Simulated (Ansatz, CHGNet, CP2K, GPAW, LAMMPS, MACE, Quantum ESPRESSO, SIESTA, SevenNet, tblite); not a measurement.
## Finding the fault: CP2K, glassy 71SiO2-12Al2O3-17CaO (mol %) (74 atoms)

Program: CP2K 2026.2, a calculation on a cell of 17 Si, 6 Al, 4 Ca and 47 O, 13.1 Å³ an atom.

File input.inp:

```
&GLOBAL
  PROJECT cell
  RUN_TYPE ENERGY_FORCE
  PRINT_LEVEL LOW
&END GLOBAL
&FORCE_EVAL
  METHOD QS
  STRESS_TENSOR ANALYTICAL
  &DFT
    BASIS_SET_FILE_NAME BASIS_MOLOPT
    POTENTIAL_FILE_NAME GTH_POTENTIALS
    &MGRID
      CUTOFF 600
      REL_CUTOFF 50
      NGRIDS 5
    &END MGRID
    &QS
      EPS_DEFAULT 1.0E-12
      LS_SCF T
    &END QS
    &LS_SCF
      PURIFICATION_METHOD TRS4
      EPS_FILTER 3.0E-02
      EPS_SCF 1.0E-06
      MAX_SCF 50
      S_PRECONDITIONER ATOMIC
      MIXING_FRACTION 0.45
      REPORT_ALL_SPARSITIES F
    &END LS_SCF
    &XC
      &XC_FUNCTIONAL PBE
      &END XC_FUNCTIONAL
    &END XC
    &PRINT
      &MULLIKEN ON
      &END MULLIKEN
    &END PRINT
  &END DFT
  &SUBSYS
    &CELL
      A 9.89690 0.00000 0.00000
      B 0.00000 9.89690 0.00000
      C 0.00000 0.00000 9.89690
    &END CELL
    &TOPOLOGY
      COORD_FILE_NAME structure.xyz
      COORD_FILE_FORMAT XYZ
    &END TOPOLOGY
    &KIND Si
      BASIS_SET SZV-MOLOPT-SR-GTH-q4
      POTENTIAL GTH-PBE-q4
    &END KIND
    &KIND Al
      BASIS_SET SZV-MOLOPT-SR-GTH-q3
      POTENTIAL GTH-PBE-q3
    &END KIND
    &KIND Ca
      BASIS_SET SZV-MOLOPT-SR-GTH-q10
      POTENTIAL GTH-PBE-q10
    &END KIND
    &KIND O
      BASIS_SET SZV-MOLOPT-SR-GTH-q6
      POTENTIAL GTH-PBE-q6
    &END KIND
  &END SUBSYS
  &PRINT
    &FORCES ON
    &END FORCES
    &STRESS_TENSOR ON
    &END STRESS_TENSOR
  &END PRINT
&END FORCE_EVAL
```

File structure.xyz:

```xyz
74

Si 7.40387 4.09494 7.43930
Si 0.12163 0.74920 2.96660
Si 1.87220 2.36338 4.81187
Si 9.49984 1.73849 0.21565
Si 6.38855 9.67709 5.33007
Si 4.06941 6.96049 3.44551
Si 2.14416 4.52001 2.59922
Si 8.58368 8.09557 4.08801
Si 5.07355 5.78028 6.22485
Si 9.05339 5.25387 2.76905
[... 60 atom lines left out ...]
O 7.16070 8.48669 4.69746
O 9.28369 1.48048 1.79114
O 2.72561 1.17545 5.34155
O 9.60276 7.60122 5.22032
```

Run with:

```bash
$ OMP_NUM_THREADS=1 cp2k.psmp -i input.inp > output.txt
```

Numbers of over 12 decimals in the logs are rounded to 6 here.

The program printed:

```text
CP2K| version string:                                       CP2K version 2026.2
 CP2K| Input file name                                                 input.inp
 GLOBAL| Basis set file name                                        BASIS_MOLOPT
 GLOBAL| Potential file name                                      GTH_POTENTIALS
 GLOBAL| Run type                                                   ENERGY_FORCE
 GLOBAL| Total number of message passing processes                             1
 GLOBAL| Number of threads for this process                                    1
 TOTAL NUMBERS AND MAXIMUM NUMBERS
  Total number of            - Atomic kinds:                                   4
                             - Atoms:                                         74
                             - Shell sets:                                    74
                             - Shells:                                       152
                             - Primitive Cartesian functions:                351
                             - Cartesian basis functions:                    300
[... lines left out ...]
 Re-scaling the density matrix to get the right number of electrons
[... lines left out ...]
*********************************************************
 Using MIXING_FRACTION=0.450 to mix KS matrix:  iscf=  3
 KS_nw=0.450*KS + 0.550*KS_old
[...]
SCF     3      -975.356063898         0.217718307    5.803166
[...]
Using MIXING_FRACTION=0.450 to mix KS matrix:  iscf=  4
 KS_nw=0.450*KS + 0.550*KS_old
[...]
Using MIXING_FRACTION=0.450 to mix KS matrix:  iscf= 49
 KS_nw=0.450*KS + 0.550*KS_old
[...]
SCF    49      -975.734064864        -1.919774636    5.928835
*********************************************************
 Using MIXING_FRACTION=0.450 to mix KS matrix:  iscf= 50
 KS_nw=0.450*KS + 0.550*KS_old
*********************************************************
 SCF    50      -975.769342062        -0.035277198    5.881035
 SCF not converged!
 !-----------------------------------------------------------------------------!
                     Mulliken Population Analysis
 #  Atom  Element  Kind  Atomic population                           Net charge
       1     Si       1          2.553055                              1.446945
       2     Si       1          2.540115                              1.459885
       3     Si       1          2.503631                              1.496369
[...]
73     O        4          6.845183                             -0.845183
      74     O        4          6.828045                             -0.828045
 # Total charge                            408.436677                 -0.436677
 !-----------------------------------------------------------------------------!
 ENERGY| Total FORCE_EVAL ( QS ) energy [hartree]           -975.769342
 FORCES| Atomic forces [hartree/bohr]
 FORCES|   Atom     x               y               z               |f|
 FORCES|      1 -5.34010977E-02  2.33650665E-02 -2.23862574E-02   6.24399558E-02
 FORCES|      2  5.95185160E-03  3.97846416E-02  6.21876115E-02   7.40644400E-02
 FORCES|      3 -1.27957141E-02 -9.16882373E-03 -8.50256387E-02   8.64705549E-02
[...]
FORCES|     73  4.60072947E-02 -5.88327586E-02  4.04316897E-02   8.49275349E-02
 FORCES|     74  3.64496830E-02  1.42824530E-03  4.05479910E-02   5.45413499E-02
 FORCES| Sum     1.26588319E-02 -7.38854462E-04 -3.40090593E-03
 FORCES| Total atomic force                                       1.31285221E-02
 STRESS| Analytical stress tensor [bar]
 STRESS|                        x                   y                   z
 STRESS|      x        2.41137786172E+05   2.02212067852E+04  -2.77708908784E+04
 STRESS|      y        2.02212067852E+04   2.36150448614E+05  -1.40841235125E+04
 STRESS|      z       -2.77708908784E+04  -1.40841235125E+04   2.42349852578E+05
 STRESS| 1/3 Trace                                             2.39879362455E+05
```

Elapsed: 5.2 min, on 1 thread of Arm Neoverse V2, shared host; peak memory 1.3 GiB.

Banners, paths, timers and routine set-up lines are dropped from the logs unmarked, and long logs keep their key lines alone; longer cuts are marked.

**Question.** What is wrong with this input?

A sparsity filter far too loose: filter 0.03. Likely mend: a far tighter filter, such as 1e-6.

The run ended unconverged.

[Also dropped from logs without a mark: logging warnings of Python, and SIESTA's first energy breakdown and zero terms.]

[Logs are printed without paths, hosts, clocks, repeated set-up lines and the standing remarks that a program may print on its own settings, such as how far it seeks lower states.]

[Hosts, paths, dates, database ids (printed as entryN), source tags and the programs' standing remarks are cut or masked in the printed files.]
